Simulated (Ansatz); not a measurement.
# Y2CO2 monolayer: the cell at rest

Wanted: the relaxed cell of Y2CO2 monolayer.

Main program and level: Ansatz 0.2.0; DFT PBEsol, scalar-relativistic, plane waves, PAW.

## (1) Set-up

The cell holds 5 atoms: 1 C, 2 Y and 2 O. Its edges and angles: a = 3.600 Å, b = 3.600 Å, c = 20.000 Å, α = 90.0°, β = 90.0°, γ = 120.0°. Vacuum lies along c.

## (2) Probe on a coarse mesh

A quick single point on a coarse mesh tells whether the cell has a gap and how far it is from rest, which sets the k mesh and smearing that follow.

The program solves this slab on a cell height of its own, 32.6 Å, in place of the one typed.

input.yaml reads:

```yaml
crystal:
  lattice:
    - [3.6, 0.0, 0.0]
    - [-1.8, 3.11769, 0.0]
    - [0.0, 0.0, 20.0]
  atoms:
    - { symbol: C, position: [0.0, 0.0, 0.5] }
    - { symbol: "Y", position: [0.333333, 0.666667, 0.56] }
    - { symbol: "Y", position: [0.666667, 0.333333, 0.44] }
    - { symbol: O, position: [0.666667, 0.333333, 0.61] }
    - { symbol: O, position: [0.333333, 0.666667, 0.39] }
  periodic: [true, true, false]
kpoints:
  mp_grid: { grid: [6, 6, 1] }
hamiltonian:
  xc: pbesol
scf:
  occupations: { method: gaussian, width: 0.1 }
output:
  forces: true
  stress: true
  eigenvalues: true
```

Started as:

```console
$ ansatz run input.yaml --threads 8 --pin off --max-ram 14336MiB --backend cpu --events-out ev --progress --plain --runs-dir out
```

Numbers of over 12 decimals in the logs are rounded to 6 here.

The log of the run:

```text
[...]
k-point 0: bands = [... 15 lower, -8.8887, -8.5010, -6.8799, -6.5938, -6.5938, -3.3143, -3.3143, -2.1859, ... 1 higher]
  k-point 1: bands = [... 15 lower, -8.7888, -8.3731, -7.2908, -6.9274, -6.6239, -3.4003, -2.6931, -2.0972, ... 1 higher]
  k-point 2: bands = [... 15 lower, -8.6452, -8.6338, -7.2275, -7.1725, -6.8013, -3.8775, -1.5257, -1.5218, ... 1 higher]
  k-point 6: bands = [... 15 lower, -8.4321, -8.4321, -7.4222, -7.2722, -7.2722, -2.5146, -2.2991, -2.2991, ... 1 higher]
[key lines of the parts left out:]
SCF converged after 9 iterations
Free energy (F): -8960.031806 eV
Fermi energy:    -6.940917 eV
P = ½ c Tr σ = 1.9050 N/m
```

The job ended after 1.4 s (8 threads of Arm Neoverse V2, shared host; peak memory 0.73 GiB).

Numbers from this step:

| Quantity | Value |
| --- | --- |
| gap on the k-mesh | 0 eV |
| area per atom | 2.245 Å² |

The coarse mesh shows no gap.

## (3) Rough relaxation

A rough relaxation comes first, because large forces or stress need no tight tolerances yet.

The program solves this slab on a cell height of its own, 32.6 Å, in place of the one typed.

input.yaml: that of step 2 with these lines changed.

```diff
@@ -22 +22,6 @@
   eigenvalues: true
+relax:
+  adjacent_minimum: "off"
+  f_tol: 0.05
+  max_steps: 80
+  cell: { stress_2d_tol: 0.02 }
```

The log of the run:

```text
[...]
Crystal: 5 atoms, lattice volume = 365.892 Å³
Basis set: ecut = 420 eV, 7021 PW (Γ), exchange–correlation on 50×50×450 points (8 copies of the dense FFT grid, shifted against one another)
Bands: 24, of which v1, the nominal top of the filled ones, is band 19 counted from 1 (18 counted from 0)
Symmetry: 12 space group operations
[...]
cell:  # Å, volume = 345.4780 Å³
    - [3.498131, 0, 0]
    - [-1.749066, 3.029471, 0]
    - [0, 0, 32.6]
  atoms:
    - { symbol: C, position: [0, 0, 0.306748] }
    - { symbol: Y, position: [0.333333, 0.666667, 0.359918] }
    - { symbol: Y, position: [0.666667, 0.333333, 0.253579] }
    - { symbol: O, position: [0.666667, 0.333333, 0.382708] }
    - { symbol: O, position: [0.333333, 0.666667, 0.230789] }
[key lines of the parts left out:]
SCF converged after 8 iterations
Free energy (F): -8962.012847 eV
Fermi energy:    -5.763702 eV
P = ½ c Tr σ = -0.0059 N/m
```

It took 9.7 s on 8 threads; peak memory 0.73 GiB; 63 s of CPU time.

Relaxation path:

```
step  energy less that of the first step (eV)  largest force component (eV/Å)  volume (Å³)
   1                                   0.0000                          5.3923       365.89
   2                                  -1.4567                          1.6969       367.61
   3                                  -1.8972                          0.7306       350.67
   4                                  -1.9811                          0.0988       340.47
   5                                  -1.9881                          0.0529       345.80
   6                                  -1.9883                          0.0125       345.99
   7                                  -1.9883                          0.0034       345.96
   8                                  -1.9883                          0.0001       345.98
  9*                                  -1.9810                          0.0004       345.98
  10                                  -1.9813                          0.0002       345.48
 11*                                  -1.9810                          0.0002       345.48
```

Relaxation steps marked * repeat the geometry before them on a plane-wave basis chosen anew for their cell, so energy and pressure can jump there.

Forces are held to the 12 operations that the run works with; a distortion that breaks them can't arise in this run.

```
cell as run  before  after  change
      a (Å)   3.600  3.498  -2.8 %
      b (Å)   3.600  3.498  -2.8 %
```

The atoms that moved most (Å, along periodic axes as changes of fractional coordinates times the final cell, across vacuum about the mean position):

```
atom     dx     dy      dz  length
  Y3  0.000  0.000  -0.533   0.533
  Y2  0.000  0.000   0.533   0.533
  O4  0.000  0.000   0.276   0.276
  O5  0.000  0.000  -0.276   0.276
```

Final coordinates:

```
C Y O
1.0
     3.49813    0.00000    0.00000
    -1.74907    3.02947    0.00000
     0.00000    0.00000   32.60000
C Y O
1 2 2
Direct
  0.00000 0.00000 0.30675
  0.33333 0.66667 0.35992
  0.66667 0.33333 0.25358
  0.66667 0.33333 0.38271
  0.33333 0.66667 0.23079
```

This step gave:

```yaml
area_per_atom: 2.119 Å²
```

The relaxation ends with a largest force component of 2.2e-4 eV/Å.

## (4) Relaxation

The cell and atoms are relaxed, since residual forces and stress would shift the frequencies.

The program solves this slab on a cell height of its own, 33.7 Å, in place of the one typed.

input.yaml reads:

```yaml
crystal:
  lattice:
    - [3.4981312542, 0.0, 0.0]
    - [-1.7490656271, 3.0294705319, 0.0]
    - [0.0, 0.0, 32.6]
  atoms:
    - { symbol: C, position: [0.0, 0.0, 0.3067484663] }
    - { symbol: "Y", position: [0.3333333333, 0.6666666667, 0.3599181851] }
    - { symbol: "Y", position: [0.6666666667, 0.3333333333, 0.2535787474] }
    - { symbol: O, position: [0.6666666667, 0.3333333333, 0.3827082058] }
    - { symbol: O, position: [0.3333333333, 0.6666666667, 0.2307887267] }
  periodic: [true, true, false]
kpoints:
  mp_grid: { grid: [12, 12, 1] }
hamiltonian:
  xc: pbesol
scf:
  occupations: { method: gaussian, width: 0.1 }
output:
  forces: true
  stress: true
  eigenvalues: true
  write_density: true
  write_potential: true
  elf: true
  volumetric_format: npy
relax:
  adjacent_minimum: "off"
  f_tol: 0.005
  max_steps: 80
  cell: { stress_2d_tol: 0.02 }
```

The log of the run:

```text
[...]
Crystal: 5 atoms, lattice volume = 357.190 Å³
Basis set: ecut = 420 eV, 6947 PW (Γ), exchange–correlation on 48×48×480 points (8 copies of the dense FFT grid, shifted against one another)
Bands: 24, of which v1, the nominal top of the filled ones, is band 19 counted from 1 (18 counted from 0)
Symmetry: 12 space group operations
[...]
k-points: 19 of 144
[...]
SCF iter   1: F=—  HF=-8962.080968 eV  |F-HF|=—  |Δ(HF+E_count)|=         —  Δρ=5.72e-3  dr2=1.83e-1  ethr=1.77e-3  ⟨swp⟩=10.5  Hψ=3192  notcnv=0
[...]
SCF iter  10: F=-8962.038887 eV  HF=-8962.038887 eV  |F-HF|=4.35e-9  |Δ(HF+E_count)|=   3.24e-8  Δρ=3.32e-7  dr2=3.30e-10  ethr=1.43e-11  ⟨swp⟩=10.1  Hψ=3821  notcnv=0
SCF 1 converged in 10 iterations: F = -8962.038887 eV  dr2 = 3.30e-10
[...]
relax step   1: F+E_penalty+E_count = -8962.03888708 eV  Δ(F+E_penalty+E_count) = +0.000e0 eV  max|allowed force component| = 3.690e-2 eV/Å  Δτ_max = 0.0000 Å  P = -0.209 N/m  Ω = 357.190 Å³  fix = [c, alpha, beta]  reactions: c +0.000 N/m  (10 SCF iters, dr2 threshold 1.00e-7 eV, accepted)
Crystal: 5 atoms, lattice volume = 355.972 Å³
Basis set: ecut = 420 eV, 6923 PW (Γ), exchange–correlation on 48×48×480 points (8 copies of the dense FFT grid, shifted against one another)
[...]
SCF iter   9: F=-8962.039053 eV  HF=-8962.039053 eV  |F-HF|=5.50e-8  |Δ(HF+E_count)|=   1.01e-7  Δρ=1.23e-6  dr2=2.83e-9  ethr=2.24e-10  ⟨swp⟩=19.1  Hψ=4896  notcnv=0
SCF 2 converged in 9 iterations: F = -8962.039053 eV  dr2 = 2.83e-9
relax step   2: F+E_penalty+E_count = -8962.03905301 eV  Δ(F+E_penalty+E_count) = -1.659e-4 eV  max|allowed force component| = 4.046e-2 eV/Å  Δτ_max = 0.0317 Å  P = -0.211 N/m  Ω = 355.972 Å³  energy of the carried Pulay correction = +6.347e-4 eV  fix = [c, alpha, beta]  (9 SCF iters, dr2 threshold 8.51e-8 eV, rejected (line search))
Crystal: 5 atoms, lattice volume = 356.131 Å³
[...]
SCF iter  11: F=-8962.040068 eV  HF=-8962.040068 eV  |F-HF|=3.82e-11  |Δ(HF+E_count)|=  5.82e-10  Δρ=2.11e-8  dr2=1.74e-12  ethr=1.00e-12  ⟨swp⟩=12.9  Hψ=3393  notcnv=0
SCF 3 converged in 11 iterations: F = -8962.040068 eV  dr2 = 1.74e-12
relax step   3: F+E_penalty+E_count = -8962.04006848 eV  Δ(F+E_penalty+E_count) = -1.181e-3 eV  max|allowed force component| = 6.131e-3 eV/Å  Δτ_max = 0.0129 Å  P = +0.038 N/m  Ω = 356.131 Å³  energy of the carried Pulay correction = +5.517e-4 eV  fix = [c, alpha, beta]  reactions: c +0.000 N/m  (11 SCF iters, accepted)
[...]
relax step   4: F+E_penalty+E_count = -8962.04003723 eV  Δ(F+E_penalty+E_count) = +3.125e-5 eV  max|allowed force component| = 5.225e-4 eV/Å  Δτ_max = 0.0003 Å  P = -0.004 N/m  Ω = 356.201 Å³  energy of the carried Pulay correction = +5.154e-4 eV  fix = [c, alpha, beta]  reactions: c -0.000 N/m  (4 SCF iters, dr2 threshold 2.35e-9 eV, accepted)
[...]
SCF iter   7: F=-8962.039556 eV  HF=-8962.039556 eV  |F-HF|=3.09e-11  |Δ(HF+E_count)|=  7.09e-11  Δρ=1.07e-8  dr2=1.34e-12  ethr=1.00e-12  ⟨swp⟩=12.5  Hψ=3476  notcnv=0
SCF 5 converged in 7 iterations: F = -8962.039556 eV  dr2 = 1.34e-12
relax step   5: F+E_penalty+E_count = -8962.03955572 eV  Δ(F+E_penalty+E_count) = +4.815e-4 eV  max|allowed force component| = 4.780e-4 eV/Å  Δτ_max = 0.0000 Å  P = -0.014 N/m  Ω = 356.201 Å³  fix = [c, alpha, beta]  reactions: c -0.000 N/m  stress off target by 1.44e-2 N/m on what of the cell is left free  SCF on the basis re-selected at this cell (its energy is not comparable with the rows above)  (7 SCF iters)
[...]
WARN: The output density's exchange-correlation potential varies sharply where the density is thin. Do not read a vacuum level from v_tot or v_xc, or from such a field of the output density. On a cell that repeats whose density bears no net charge and no dipole along the vacuum's axis use v_es (v_loc + v_h of the components); under efield.dipole_correction with no amplitude use v_es + v_field, which holds any externa [...]
SCF converged after 7 iterations
Free energy (F): -8962.039556 eV
[...]
Internal energy: -8962.016136 eV  (E = F + TS)
E sigma→0 (E₀):  -8962.027846 eV
Entropy (-TS):   -0.023420 eV (-4.684 meV/atom)
Fermi energy:    -5.781295 eV
[...]
--- Forces (eV/Å), atoms counted from 1 ---
  atom   1  C      0.00000000     0.00000000     0.00000000
  atom   2  Y      0.00000000    -0.00000000    -0.00047800
  atom   3  Y      0.00000000     0.00000000     0.00047800
  atom   4  O      0.00000000     0.00000000     0.00015828
  atom   5  O     -0.00000000    -0.00000000    -0.00015828
  max |Σ_I F_I| component: 3.70e-17 eV/Å
--- 2D stress c σ (N/m, compression-positive) ---
       -0.014366       0.000000       0.000000
        0.000000      -0.014366       0.000000
        0.000000       0.000000      -0.000000
  P = ½ c Tr σ = -0.0144 N/m
--- Band table (eV; the first three rows and the last of 19) ---
  k-point 0: bands = [... 15 lower, -8.8209, -8.3187, -6.0965, -4.5946, -4.5946, -1.4188 (-1.4188°), -1.1075 (-1.1076°), -0.8099, ... 1 higher]
  k-point 1: bands = [... 15 lower, -8.6273, -8.2812, -5.9792, -4.9484, -4.7043, -1.4072 (-1.4072°), -1.0071 (-1.0071°), -0.7834, ... 1 higher]
  k-point 2: bands = [... 15 lower, -8.4414, -8.1714, -5.7806, -5.7052, -4.9555, -1.5346 (-1.5346°), -0.8242, -0.6529, ... 1 higher]
  k-point 18: bands = [... 15 lower, -7.9765, -7.9765, -6.5552, -6.5531, -6.5531, -1.7506, -0.8344, -0.2568, ... 1 higher]
  ° read free of the cell's end (the report's vacuum.weakly_bound_levels)
--- Relaxed structure (4 steps of the walk, 3 accepted, 1 SCFs on fresh bases) ---
[...]
cell:  # Å, volume = 356.2007 Å³
    - [3.493284, 0.0, 0]
    - [-1.746642, 3.025273, 0]
    - [0, 0, 33.705150]
  atoms:
    - { symbol: C, position: [0, 0, 0.296691] }
    - { symbol: Y, position: [0.333333, 0.666667, 0.348459] }
    - { symbol: Y, position: [0.666667, 0.333333, 0.244922] }
    - { symbol: O, position: [0.666667, 0.333333, 0.370551] }
    - { symbol: O, position: [0.333333, 0.666667, 0.222830] }
```

Wall time 9.4 s (8 threads); peak memory 0.97 GiB.

Relaxation path:

```
step  energy less that of the first step (eV)  largest force component (eV/Å)  volume (Å³)
   1                                   0.0000                          0.0369       357.19
   2                                  -0.0002                          0.0405       355.97
   3                                  -0.0012                          0.0061       356.13
   4                                  -0.0012                          0.0005       356.20
  5*                                  -0.0007                          0.0005       356.20
```

Relaxation steps marked * repeat the geometry before them on a plane-wave basis chosen anew for their cell, so energy and pressure can jump there. Relaxation step 2 was tried and not accepted.

Forces are held to the 12 operations that the run works with; a distortion that breaks them can't arise in this run.

```
cell as run  before  after  change
      a (Å)   3.498  3.493  -0.1 %
      b (Å)   3.498  3.493  -0.1 %
```

The atoms that moved most (Å, along periodic axes as changes of fractional coordinates times the final cell, across vacuum about the mean position):

```
atom     dx     dy      dz  length
  O5  0.000  0.000  -0.013   0.013
  O4  0.000  0.000   0.013   0.013
  Y2  0.000  0.000   0.012   0.012
  Y3  0.000  0.000  -0.012   0.012
```

The relaxed structure:

```xyz
5
Lattice="3.4933 0.0000 0.0000 -1.7466 3.0253 0.0000 0.0000 0.0000 33.7052" Properties=species:S:1:pos:R:3
C     0.0000    0.0000   10.0000
Y     0.0000    2.0168   11.7449
Y     1.7466    1.0084    8.2551
O     1.7466    1.0084   12.4895
O     0.0000    2.0168    7.5105
```

This step gave:

| Item | Value |
| --- | --- |
| area per atom | 2.114 Å² |

Electrostatic potential energy in the ac plane at fractional y = 0.333, with atoms of Y and O within 0.2 Å of it. With pseudopotentials it is smooth inside the atoms' cores, unlike the true potential.

Ten even steps from '0' (-25 eV) to '9' (0 eV), each cell a mean:
```
99999999999999
99999999999999
99999999999999
99999999999999
99999999999999
99999999999999
99999999999999
99999999999999
99999999999999
99999999999999
99999999999999
99999999999999
99999999999999
99999999999999
98889996544689
54445674333467
87778889999988
78887632101125
78887621000014
99999999988999
99999999999999
99999999999999
99999999999999
99999999999999
```
Columns run along a (3.5 Å; values clipped at the 3rd and 97th percentile), rows up along c (33.7 Å). Atoms in or near the plane, at fractional coordinates: Y at (0.67, 0.24), O at (0.67, 0.37).

ELF in the ac plane at fractional y = 0.333, with atoms of Y and O within 0.2 Å of it. It is the smooth field of the valence electrons, not physical close to the nuclei.

Values, 24 rows by 14 columns, each cell a mean:
```
0.00 0.00 0.00 0.00 0.00 0.00 0.00 0.00 0.00 0.00 0.00 0.00 0.00 0.00
0.00 0.00 0.00 0.00 0.00 0.00 0.00 0.00 0.00 0.00 0.00 0.00 0.00 0.00
0.00 0.00 0.00 0.00 0.00 0.00 0.00 0.00 0.00 0.00 0.00 0.00 0.00 0.00
0.00 0.00 0.00 0.00 0.00 0.00 0.00 0.00 0.00 0.00 0.00 0.00 0.00 0.00
0.00 0.00 0.00 0.00 0.00 0.00 0.00 0.00 0.00 0.00 0.00 0.00 0.00 0.00
0.00 0.00 0.00 0.00 0.00 0.00 0.00 0.00 0.00 0.00 0.00 0.00 0.00 0.00
0.00 0.00 0.00 0.00 0.00 0.00 0.00 0.00 0.00 0.00 0.00 0.00 0.00 0.00
0.00 0.00 0.00 0.00 0.00 0.00 0.00 0.00 0.00 0.00 0.00 0.00 0.00 0.00
0.00 0.00 0.00 0.00 0.00 0.00 0.00 0.00 0.00 0.00 0.00 0.00 0.00 0.00
0.00 0.00 0.00 0.00 0.00 0.00 0.00 0.00 0.00 0.00 0.00 0.00 0.00 0.00
0.00 0.00 0.00 0.00 0.00 0.00 0.00 0.00 0.00 0.00 0.00 0.00 0.00 0.00
0.00 0.00 0.00 0.00 0.00 0.00 0.00 0.00 0.00 0.00 0.00 0.00 0.00 0.00
0.00 0.00 0.00 0.00 0.00 0.00 0.00 0.00 0.00 0.00 0.00 0.00 0.00 0.00
0.02 0.01 0.00 0.00 0.01 0.03 0.05 0.08 0.09 0.10 0.09 0.08 0.07 0.04
0.19 0.06 0.02 0.03 0.13 0.35 0.56 0.67 0.67 0.64 0.66 0.68 0.62 0.48
0.14 0.22 0.31 0.28 0.16 0.17 0.35 0.57 0.61 0.57 0.59 0.60 0.46 0.25
0.38 0.43 0.45 0.45 0.40 0.33 0.24 0.16 0.13 0.12 0.12 0.14 0.20 0.28
0.20 0.27 0.32 0.30 0.23 0.22 0.36 0.51 0.54 0.52 0.53 0.53 0.44 0.28
0.22 0.40 0.52 0.47 0.29 0.20 0.36 0.58 0.64 0.62 0.63 0.61 0.47 0.25
0.15 0.22 0.24 0.23 0.18 0.10 0.04 0.01 0.01 0.01 0.01 0.01 0.02 0.06
0.00 0.00 0.01 0.00 0.00 0.00 0.00 0.00 0.00 0.00 0.00 0.00 0.00 0.00
0.00 0.00 0.00 0.00 0.00 0.00 0.00 0.00 0.00 0.00 0.00 0.00 0.00 0.00
0.00 0.00 0.00 0.00 0.00 0.00 0.00 0.00 0.00 0.00 0.00 0.00 0.00 0.00
0.00 0.00 0.00 0.00 0.00 0.00 0.00 0.00 0.00 0.00 0.00 0.00 0.00 0.00
```
Columns run along a (3.5 Å), rows up along c (33.7 Å). Atoms in or near the plane, at fractional coordinates: Y at (0.67, 0.24), O at (0.67, 0.37).

Valence density in the ac plane at fractional y = 0.333, with atoms of Y and O within 0.2 Å of it. It is the smooth field of the valence electrons, not physical close to the nuclei.

Ten steps, logarithmic in the rise over the least value, from '0' (0.0 e/Å³) to '9' (2.8 e/Å³), each cell a mean:
```
00000000000000
00000000000000
00000000000000
00000000000000
00000000000000
00000000000000
00000000000000
00000000000000
00000000000000
00000000000000
00000000000000
00000000000000
00000000000000
00000000000000
22112357899864
55555567999865
44544433222233
44444468898875
44444568999876
11111110000011
00000000000000
00000000000000
00000000000000
00000000000000
```
Columns run along a (3.5 Å), rows up along c (33.7 Å). Atoms in or near the plane, at fractional coordinates: Y at (0.67, 0.24), O at (0.67, 0.37).

[end of part 1 of 2]

[Logs are printed without paths, hosts, clocks, repeated set-up lines and the standing remarks that a program may print on its own settings, such as how far it seeks lower states.]

[Hosts, paths, dates, database ids (printed as entryN), source tags and the programs' standing remarks are cut or masked in the printed files.]
